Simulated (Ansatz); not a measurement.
# Structural relaxation of a frame of liquid HfO2 from 3173 K (135 atoms)

How does a frame of liquid HfO2 from 3173 K (135 atoms) relax, and what do bonds, charges and levels look like afterwards?

Calculated with Ansatz 0.2.0; Kohn-Sham DFT, r2SCAN, PAW (set soft_2), plane waves.

Most raw output is cut from this account.

### 1. Set-up

The cell holds 135 atoms: 45 Hf and 90 O. Cell: a = 12.448 Å, b = 12.448 Å, c = 12.448 Å, α = 90.0°, β = 90.0°, γ = 90.0°. 135 atoms (45 Zr, 90 O) placed at random at 4.77 g/cm³, melted at 4500 K for 20 ps at fixed volume with the Morse and Coulomb pair potential with partial charges (Pedone, Malavasi, Menziani, Cormack and Segre, J. Phys. Chem. B 110, 11780 (2006)). Snapshot at the end of a hold of 20 ps at 3173 K and fixed volume. Then Zr was replaced by Hf (the potential has no terms for the new elements, so the cell is a start for a DFT relaxation). The density is a measured one.

Limits known from the start: The starting topology of bonds comes from the classical model. Sampling is at Γ alone, for a cell whose shortest periodic width is 12 Å. Spin–orbit coupling is left out, which matters for the levels of the heavy elements.

### 2. Single point at the start

A single point comes first, to see the forces before anything moves.

The input, input.yaml:

```yaml
crystal:
  lattice:
    - [12.4477, 0.0, 0.0]
    - [0.0, 12.4477, 0.0]
    - [0.0, 0.0, 12.4477]
  atoms:
    - { symbol: Hf, position: [0.02585, 0.98411, 0.74411] }
    - { symbol: Hf, position: [0.83628, 0.28954, 0.06798] }
    - { symbol: Hf, position: [0.38033, 0.18387, 0.23949] }
    - { symbol: Hf, position: [0.19214, 0.50866, 0.86873] }
    - { symbol: Hf, position: [0.0515, 0.30731, 0.85316] }
    - { symbol: Hf, position: [0.38709, 0.95768, 0.09719] }
    - { symbol: Hf, position: [0.75921, 0.06618, 0.64182] }
    - { symbol: Hf, position: [0.39843, 0.95883, 0.7154] }
    - { symbol: Hf, position: [0.10478, 0.78698, 0.92286] }
    - { symbol: Hf, position: [0.34765, 0.32101, 0.49801] }
    - { symbol: Hf, position: [0.04648, 0.85297, 0.45042] }
    - { symbol: Hf, position: [0.68901, 0.77375, 0.06069] }
    - { symbol: Hf, position: [0.71008, 0.56293, 0.49502] }
    - { symbol: Hf, position: [0.74364, 0.87705, 0.33363] }
    - { symbol: Hf, position: [0.14973, 0.46846, 0.60122] }
    - { symbol: Hf, position: [0.11796, 0.06675, 0.23124] }
    - { symbol: Hf, position: [0.90227, 0.98562, 0.01484] }
    - { symbol: Hf, position: [0.89893, 0.45352, 0.28591] }
    - { symbol: Hf, position: [0.54602, 0.39011, 0.33052] }
    - { symbol: Hf, position: [0.81234, 0.17554, 0.34974] }
    - { symbol: Hf, position: [0.42634, 0.44231, 0.70902] }
    - { symbol: Hf, position: [0.51091, 0.20009, 0.85438] }
    - { symbol: Hf, position: [0.61427, 0.9288, 0.8841] }
    - { symbol: Hf, position: [0.95296, 0.57434, 0.97746] }
    - { symbol: Hf, position: [0.26291, 0.82813, 0.35808] }
    - { symbol: Hf, position: [0.74414, 0.37171, 0.82176] }
    - { symbol: Hf, position: [0.71131, 0.66541, 0.77731] }
    - { symbol: Hf, position: [0.42177, 0.68783, 0.87651] }
    - { symbol: Hf, position: [0.20605, 0.00844, 0.54511] }
    - { symbol: Hf, position: [0.6494, 0.07969, 0.13126] }
    - { symbol: Hf, position: [0.39805, 0.42998, 0.05432] }
    - { symbol: Hf, position: [0.6343, 0.27527, 0.57221] }
    [... 97 atom lines left out ...]
    - { symbol: O, position: [0.20026, 0.56539, 0.48732] }
    - { symbol: O, position: [0.39874, 0.79028, 0.25883] }
    - { symbol: O, position: [0.19899, 0.97603, 0.71463] }
    - { symbol: O, position: [0.73144, 0.0341, 0.29696] }
    - { symbol: O, position: [0.73671, 0.41591, 0.56769] }
    - { symbol: O, position: [0.97754, 0.52915, 0.59666] }
kpoints:
  mp_grid: { grid: [1, 1, 1] }
hamiltonian:
  xc: r2scan
scf:
  occupations: { method: fermi_dirac, width: 0.273 }
output:
  forces: true
  stress: true
  populations: true
  dos:
    method: { smearing: { sigma: 0.08 } }
    de: 0.1
    projected: { site_lists: { Hf: [Hf], O: [O] } }
  eigenvalues: true
```

The run is started by

```console
ansatz run input.yaml --threads 8 --pin off --max-ram 15872MiB --backend cpu --events-out ev --progress --plain --runs-dir out
```

Run time: 2.1 min. Hardware: 8 threads of Arm Neoverse V2, shared host; peak memory 8.1 GiB; 16 min of CPU time.

Read from the output:

| Quantity | Value |
| --- | --- |
| free energy | -759348.5183 eV |
| free energy per atom | -5624.8038 eV/atom |
| SCF cycles | 14 |
| pressure | -13.22 GPa |
| r.m.s. force component | 1.759 eV/Å |
| longest force | 8.232 eV/Å |
| Fermi energy | 12.26 eV |
| gap (highest filled to lowest empty level) | 1.477 eV |
| levels partly filled by over 2 per cent | 4 |
| spilling of the projection | 0.003069 |

The r.m.s. force component of 1.8 eV/Å and the pressure of -13 GPa set the starting point.

Neighbours are counted within 2.83 Å (O-Hf).

Length of the force by element and coordination:

```tsv
element	coordination	atoms	mean length of the force (eV/Å)	spread	least	most
Hf	all	45	3.71	1.59	1.05	8.23
Hf	4	1	4.18	0	4.18	4.18
Hf	5	5	2.41	0.927	1.66	4.19
Hf	6	26	4.12	1.78	1.05	8.23
Hf	7	12	3.28	0.967	1.77	4.90
Hf	8	1	4.26	0	4.26	4.26
O	all	90	2.19	0.996	0.318	5.00
O	2	8	2.13	0.615	1.39	3.22
O	3	67	2.23	1.08	0.318	5.00
O	4	15	2.02	0.673	1.02	3.22
```

### 3. Cell and atoms relaxed

The cell is relaxed with the atoms, since the starting lattice needn't suit this functional.

input.yaml, the sections that differ from step 2:

```yaml
output:
  forces: true
relax:
  f_tol: 0.05
  max_steps: 165
  cell: {}
# crystal, kpoints, hamiltonian, scf: as in step 2
```

Run time: 35 min. Hardware: 8 threads; peak memory 8.2 GiB.

Step by step (22 of 29):

```tsv
step	energy less that of the first step (eV)	largest force component (eV/Å)	pressure (GPa)	volume (Å³)
1	0.0000	6.2619	-13.22	1928.71
2	-34.5674	2.8899	-2.05	1766.51
4	-52.7484	1.2281	-0.02	1716.06
5	-55.9397	0.9383	-0.08	1705.50
6	-57.7069	0.5903	0.16	1693.30
8	-60.0468	0.3343	0.04	1682.67
9	-60.6110	0.3346	0.01	1683.25
10	-60.9559	0.4935	0.06	1684.05
12	-61.7954	0.4273	0.03	1681.24
13	-62.2419	0.3579	0.03	1679.92
14	-62.5642	0.3377	0.00	1679.01
16	-63.0105	0.2111	0.01	1676.60
17	-63.1585	0.5073	-0.02	1675.87
18	-63.3614	0.2064	-0.03	1676.53
20	-63.4641	0.7365	0.00	1675.07
21	-63.5701	0.1336	0.00	1675.00
22	-63.5865	0.1077	0.01	1675.55
24	-63.5919	0.0514	0.01	1675.31
25	-63.5854	0.0644	-0.01	1674.73
26	-63.5936	0.0174	0.00	1675.15
28	-63.4469	0.0196	-0.03	1675.93
29*	-63.4475	0.0196	-0.03	1675.93
```

Relaxation steps marked * repeat the geometry before them on a plane-wave basis chosen anew for their cell, so energy and pressure can jump there. Other such steps can lie between the rows shown. Relaxation steps 20, 25 were tried and not accepted.

```tsv
cell as run	before	after	change
a (Å)	12.448	11.839	-4.9 %
b (Å)	12.448	12.094	-2.8 %
c (Å)	12.448	11.715	-5.9 %
α (°)	90.00	92.35	+2.6 %
β (°)	90.00	89.48	-0.6 %
γ (°)	90.00	89.65	-0.4 %
volume (Å³/atom)	14.29	12.41	-13.1 %
```

The atoms that moved most (Å, as changes of fractional coordinates times the final cell):

```tsv
atom	dx	dy	dz	length
O114	-0.808	0.416	-1.257	1.551
O92	0.772	0.264	0.813	1.151
Hf10	0.038	-0.959	0.538	1.100
O71	-0.075	-0.867	0.575	1.044
O116	0.504	0.146	-0.883	1.027
Hf19	0.596	-0.322	-0.751	1.011
O80	0.408	-0.483	0.741	0.974
O69	-0.010	0.651	0.623	0.901
```

The relaxation changed the energy by -470 meV/atom, and atoms moved by 0.55 Å r.m.s., 1.6 Å at most.

### 4. Structure statistics after relaxation

Bonds before and after, by the cutoffs listed below:

```tsv
pair	bonds before	bonds after	mean before (Å)	mean after (Å)	spread before (Å)	spread after (Å)
O-Hf	276	287	2.222	2.135	0.208	0.127
```

Density 9.38 g/cm³, 12.41 Å³ an atom.

g(r), total and by pair (bins of 0.1 Å):

```tsv
r (Å)	total	O-O	O-Hf	Hf-Hf
1.75	0.00	0.00	0.00	0.00
1.85	0.04	0.00	0.09	0.00
1.95	0.76	0.00	1.71	0.00
2.05	3.95	0.00	8.89	0.00
2.15	2.62	0.00	5.89	0.00
2.25	1.26	0.00	2.83	0.00
2.35	0.34	0.06	0.72	0.00
2.45	0.71	1.09	0.50	0.00
2.55	1.01	2.18	0.10	0.00
2.65	0.98	2.06	0.14	0.00
2.75	1.18	2.66	0.00	0.00
2.85	0.99	2.11	0.12	0.00
2.95	1.09	2.27	0.19	0.00
3.05	0.77	1.56	0.11	0.28
3.15	1.00	1.49	0.30	1.84
3.25	0.90	1.15	0.34	2.11
3.35	0.76	0.79	0.35	2.23
3.45	0.95	0.72	0.66	3.00
3.55	0.89	0.68	0.73	2.41
3.65	0.93	0.67	0.84	2.39
3.75	1.18	0.82	0.98	3.36
3.85	1.06	0.73	1.05	2.40
3.95	1.03	1.07	0.99	1.01
4.05	1.21	0.95	1.54	0.96
4.15	1.06	0.80	1.49	0.39
4.25	0.94	0.82	1.22	0.29
4.35	0.87	0.65	1.20	0.41
4.45	0.81	0.50	1.26	0.27
4.55	1.07	0.67	1.64	0.38
4.65	0.94	0.79	1.19	0.55
4.75	1.01	0.85	1.34	0.35
4.85	1.07	0.97	1.33	0.45
4.95	1.07	1.16	1.11	0.59
5.05	1.04	1.21	0.98	0.62
5.15	0.94	1.10	0.81	0.80
5.25	1.07	1.19	0.91	1.24
5.35	1.04	1.31	0.85	0.74
5.45	1.13	1.32	0.93	1.20
5.55	1.14	1.26	1.10	0.85
5.65	1.08	1.25	0.89	1.16
5.75	1.00	1.15	0.80	1.19
5.85	0.79	0.89	0.56	1.34
```

Bonds by pair of elements; cutoffs follow the first minimum of g(r), held within bounds set by covalent radii, and pairs that aren't listed don't count as bonded:

```tsv
pair A-B	cutoff (Å)	bonds	mean length (Å)	spread (Å)	shortest (Å)	B about A	A about B
O-Hf	2.82	287	2.13	0.127	1.89	3.19	6.38
```

How many atoms have how many bonded neighbours:

```tsv
element	mean	2	3	4	5	6	7
Hf	6.38	0	0	0	3	22	20
O	3.19	5	63	22	0	0	0
```

Bond angles (no mean is given where the spread exceeds 20°):

```tsv
angle	count	mean (°)	spread (°)
O-Hf-O	780	-	-
Hf-O-Hf	326	113	16.7
```

Bond length by coordination (bonds to H left out):

```tsv
element	coordination	atoms	mean bond length (Å)
Hf	5	3	2.05
Hf	6	22	2.10
Hf	7	20	2.17
O	2	5	1.96
O	3	63	2.10
O	4	22	2.23
```

First main peaks of g(r), for some of the pairs, lie near 2.1 Å (O-Hf). By these cutoffs 49 % of Hf atoms have 6 and 70 % of O atoms have 3 bonded neighbours. Bonds at O atoms with 2 neighbours average 1.96 Å, against 2.23 Å at those with 4.

### 5. Single point at the relaxed geometry

One more single point at the end of the walk gives the fuller output and checks the residual forces.

The input, input.yaml:

```yaml
crystal:
  lattice:
    - [11.83881, 0.03671, 0.05364]
    - [0.03671, 12.09162, -0.24447]
    - [0.05364, -0.24447, 11.71277]
  atoms:
    - { symbol: Hf, position: [0.02199, 0.9896, 0.74624] }
    - { symbol: Hf, position: [0.83604, 0.26301, 0.05412] }
    - { symbol: Hf, position: [0.37766, 0.19052, 0.22882] }
    - { symbol: Hf, position: [0.19463, 0.52887, 0.88264] }
    - { symbol: Hf, position: [0.04514, 0.30786, 0.81775] }
    - { symbol: Hf, position: [0.3973, 0.9717, 0.05538] }
    - { symbol: Hf, position: [0.7418, 0.06081, 0.63604] }
    - { symbol: Hf, position: [0.36631, 0.95335, 0.73284] }
    - { symbol: Hf, position: [0.13083, 0.80697, 0.95148] }
    - { symbol: Hf, position: [0.35093, 0.24258, 0.54226] }
    - { symbol: Hf, position: [0.01544, 0.8435, 0.47267] }
    - { symbol: Hf, position: [0.67353, 0.77199, 0.08453] }
    - { symbol: Hf, position: [0.70271, 0.56335, 0.4673] }
    - { symbol: Hf, position: [0.72591, 0.8812, 0.33459] }
    - { symbol: Hf, position: [0.16861, 0.48372, 0.58617] }
    - { symbol: Hf, position: [0.10701, 0.06248, 0.22375] }
    - { symbol: Hf, position: [0.90116, 0.95822, 0.01882] }
    - { symbol: Hf, position: [0.91226, 0.46736, 0.25818] }
    - { symbol: Hf, position: [0.59675, 0.36205, 0.26559] }
    - { symbol: Hf, position: [0.82097, 0.18882, 0.35746] }
    - { symbol: Hf, position: [0.45073, 0.45049, 0.71923] }
    - { symbol: Hf, position: [0.48003, 0.20298, 0.81821] }
    - { symbol: Hf, position: [0.62919, 0.93494, 0.86657] }
    - { symbol: Hf, position: [0.92785, 0.59049, 0.97973] }
    - { symbol: Hf, position: [0.23227, 0.84978, 0.31283] }
    - { symbol: Hf, position: [0.76301, 0.34681, 0.8152] }
    - { symbol: Hf, position: [0.68558, 0.65623, 0.78932] }
    - { symbol: Hf, position: [0.43131, 0.72306, 0.87768] }
    - { symbol: Hf, position: [0.20236, 0.01278, 0.53112] }
    - { symbol: Hf, position: [0.63743, 0.08295, 0.1592] }
    - { symbol: Hf, position: [0.39934, 0.42792, 0.03188] }
    - { symbol: Hf, position: [0.63772, 0.28671, 0.57124] }
    [... 97 atom lines left out ...]
    - { symbol: O, position: [0.2381, 0.57443, 0.44705] }
    - { symbol: O, position: [0.36488, 0.7583, 0.26809] }
    - { symbol: O, position: [0.20307, 0.96732, 0.70028] }
    - { symbol: O, position: [0.72558, 0.05199, 0.31391] }
    - { symbol: O, position: [0.73609, 0.43424, 0.58294] }
    - { symbol: O, position: [0.00212, 0.54972, 0.5917] }
kpoints:
  mp_grid: { grid: [1, 1, 1] }
hamiltonian:
  xc: r2scan
scf:
  occupations: { method: fermi_dirac, width: 0.273 }
output:
  forces: true
  stress: true
  populations: intrinsic
  dos:
    method: { smearing: { sigma: 0.08 } }
    de: 0.1
    projected: { site_lists: { Hf: [Hf], O: [O] } }
  eigenvalues: true
  write_density: true
  write_potential: true
  volumetric_format: npy
```

It took 100 s on 8 threads; peak memory 7.1 GiB; 13 min of CPU time.

Read from the output:

```
free energy                                      : -759411.9657 eV
free energy per atom                             : -5625.2738 eV/atom
SCF cycles                                       : 10
pressure                                         : -0.02963 GPa
r.m.s. force component                           : 0.00382 eV/Å
longest force                                    : 0.02254 eV/Å
Fermi energy                                     : 14.7 eV
gap (highest filled to lowest empty level) : 4.437 eV
```

Intrinsic-atomic-orbital charges by element and coordination:

```tsv
element	coordination	atoms	mean charge (e)	spread	least	most
Hf	all	45	1.50	0.035	1.41	1.55
Hf	5	3	1.48	0.0166	1.46	1.50
Hf	6	22	1.49	0.0366	1.41	1.55
Hf	7	20	1.50	0.0338	1.44	1.55
O	all	90	-0.748	0.032	-0.827	-0.649
O	2	5	-0.705	0.0385	-0.770	-0.649
O	3	63	-0.745	0.0279	-0.806	-0.691
O	4	22	-0.767	0.0288	-0.827	-0.721
```

Density of states as counts of states in windows of 1 eV (from the Fermi level), total and the larger projections:

```tsv
from (eV)	to (eV)	total	O p	Hf d
-10	-8	0.0	0.0	0.0
-8	-7	42.8	29.8	9.7
-7	-6	104.4	75.1	24.0
-6	-5	107.7	83.5	18.6
-5	-4	112.4	94.7	12.5
-4	-3	123.0	111.1	7.8
-3	-2	49.6	46.3	2.1
-2	2	0.0	0.0	0.0
2	3	46.3	5.0	37.2
3	4	90.6	10.4	72.3
4	5	90.4	12.5	67.8
```

The curve was stored every 0.10 eV, coarse against its broadening of 0.08 eV, so these counts are rough.

Between -26 and -10 eV lie 810 more states.

About 360 of the 1710 electrons lie in deeper levels, below the stored range.

The levels nearest the highest filled one (over half full), pooled over k-points and spins:

```tsv
level less the highest filled one (eV)	occupation
-0.267	2
-0.253	2
-0.216	2
-0.132	2
-0.0318	2.00
0	2.00
4.44	0.001
4.45	0.001
4.57	0
4.58	0
4.62	0
4.68	0
```

Electrostatic potential energy in the ac plane at fractional y = 0.347, with atoms of Hf and O within 0.2 Å of it. With pseudopotentials it is smooth inside the atoms' cores, unlike the true potential.

Ten even steps from '0' (-27 eV) to '9' (19 eV), each cell a mean:
```
998888899998776689999821588889999
888899999999998899999976788899999
545689999999999999999986434689987
100378999999999999999862000378985
100368999999998889757861010268875
433579999999988887101774111576567
877889999999888787313887667884258
999999999999888888888888889998789
999999999999898889876668899988889
733699999888888425753246899876668
400289998887886001653246898864457
732589963478888536876668899876668
887778710068999999998889999988888
875567852489999999999856999985237
875457888889998999888746999971005
887678888888721388655678999995348
998878988788600175100268999998899
999888998888865674000048999988889
999888999889999986200268999998888
587666786115999998765689999998611
374101474003899999998899998888400
762010167557878899999999887677754
873000268987666899999999886667899
987544689987656799999954787778899
```
Columns run along a (11.8 Å; values clipped at the 3rd and 97th percentile), rows up along c (11.7 Å). Atoms in or near the plane, at fractional coordinates: Hf at (0.60, 0.27), Hf at (0.76, 0.82), Hf at (0.13, 0.09), O at (0.96, 0.15), O at (0.92, 0.39), O at (0.43, 0.31), O at (0.06, 0.55), O at (0.25, 0.47), O at (0.58, 0.75), O at (0.30, 0.15), O at (0.49, 0.56).

Valence density in the ac plane at fractional y = 0.347, with atoms of Hf and O within 0.2 Å of it. It is the smooth field of the valence electrons, not physical close to the nuclei.

Ten steps, logarithmic in the rise over the least value, from '0' (0 e/Å³) to '9' (29 e/Å³), each cell a mean:
```
001112210000123321001255421110000
011112210000012321000133311000000
233111110000001110000012443100001
576410000000000000010015897410002
677421000000000001343226898521113
344221100001111013565313676323432
111111100002221112455210121124442
000000000001221101222100000012321
111100000000011111112211000001110
345410000000012454224532110001211
466520011110013665324532110013322
345421234421012453212211000012211
122211356631000111000121100011211
112221245420000000001243200024542
112321112110122100001343200035663
101221000001356521233222100024542
001232100001366533677520000001110
001232100001234323799730000000000
100111001221111102577520000000122
311222113554100000122100000001355
423676424664200000100000000002466
325899622443110000000000000111344
114787511111121100000011111221111
001343210000222210000244311111000
```
Columns run along a (11.8 Å), rows up along c (11.7 Å). Atoms in or near the plane, at fractional coordinates: Hf at (0.60, 0.27), Hf at (0.76, 0.82), Hf at (0.13, 0.09), O at (0.96, 0.15), O at (0.92, 0.39), O at (0.43, 0.31), O at (0.06, 0.55), O at (0.25, 0.47), O at (0.58, 0.75), O at (0.30, 0.15), O at (0.49, 0.56).

Mean intrinsic-atomic-orbital charges: Hf +1.50, O -0.75 e. The largest share in the top eV of filled states is O p (94 % of the projected weight), and in the lowest eV of empty states Hf d (83 % of the projected weight).

Local excerpt of 10 atoms (numbers count through the whole input) about O88, which has 4 bonded neighbours where the commonest count for O is 3; x, y, z are measured from there.

```tsv
atom	x	y	z	distance (Å)	bonds	intrinsic-atomic-orbital charge (e)
O88	0.00	0.00	0.00	0.00	4	-0.76
Hf4	1.64	1.07	-0.85	2.14	7	1.48
Hf42	0.89	-1.22	1.61	2.21	7	1.53
Hf5	-0.14	-1.59	-1.57	2.23	6	1.55
Hf24	-1.51	1.79	0.26	2.35	7	1.53
O53	1.50	-1.95	-0.19	2.46	3	-0.73
O70	-2.47	0.02	0.38	2.50	4	-0.73
O90	2.12	0.81	1.15	2.54	4	-0.79
O46	0.10	2.44	-0.83	2.58	4	-0.74
O58	1.11	-0.16	-2.41	2.65	3	-0.73
```

The column of bonds counts only the pairs O-Hf within 2.82 Å; other neighbours, such as metal atoms beside each other in a compound, aren't counted, and periodic images can show an atom twice.

### 6. Summary of results

```yaml
energy_change_in_the_relaxation: -470 meV/atom
r_m_s_displacement: 0.551 Å
largest_displacement: 1.551 Å
free_energy_per_atom: -5625.2738 eV/atom
pressure: -0.02963 GPa
r_m_s_force_component: 0.00382 eV/Å
spacing_of_highest_filled_and_lowest_empty_level: 4.437 eV
wall_time_of_the_3_dft_runs: 38 min
```

In words: Relaxation lowers the energy by 470 meV/atom and moves atoms by 0.55 Å r.m.s.; the r.m.s. force component goes from 1.8 to 0.0038 eV/Å, the pressure goes from -13 to -0.030 GPa, and the gap from 1.48 to 4.44 eV. Displacements are taken in the final cell, so they leave out its strain. By the final cutoffs 15 of 276 bonded pairs parted and 26 joined. The cell shrank by 13.1 % in volume. First to last step the energy falls by 63.447 eV, across changes of basis; the largest move, 1.55 Å, is that of O114. The O-Hf bonds go from 2.222 Å (spread 0.208) to 2.135 Å (spread 0.127), and their number from 276 to 287. By these cutoffs 49 % of Hf atoms have 6 and 70 % of O atoms have 3 bonded neighbours. Between filled and empty levels lie 4.44 eV (at Γ alone); a semilocal functional tends to put such gaps too low. In a disordered cell it changes from sample to sample and from frame to frame.

What to keep in mind: The starting topology of bonds comes from the classical model; in DFT 15 of its 276 bonded pairs passed out of the cutoffs and 26 came within them.

[Logs are printed without paths, hosts, clocks, repeated set-up lines and the standing remarks that a program may print on its own settings, such as how far it seeks lower states.]

[Hosts, paths, dates, database ids (printed as entryN), source tags and the programs' standing remarks are cut or masked in the printed files.]
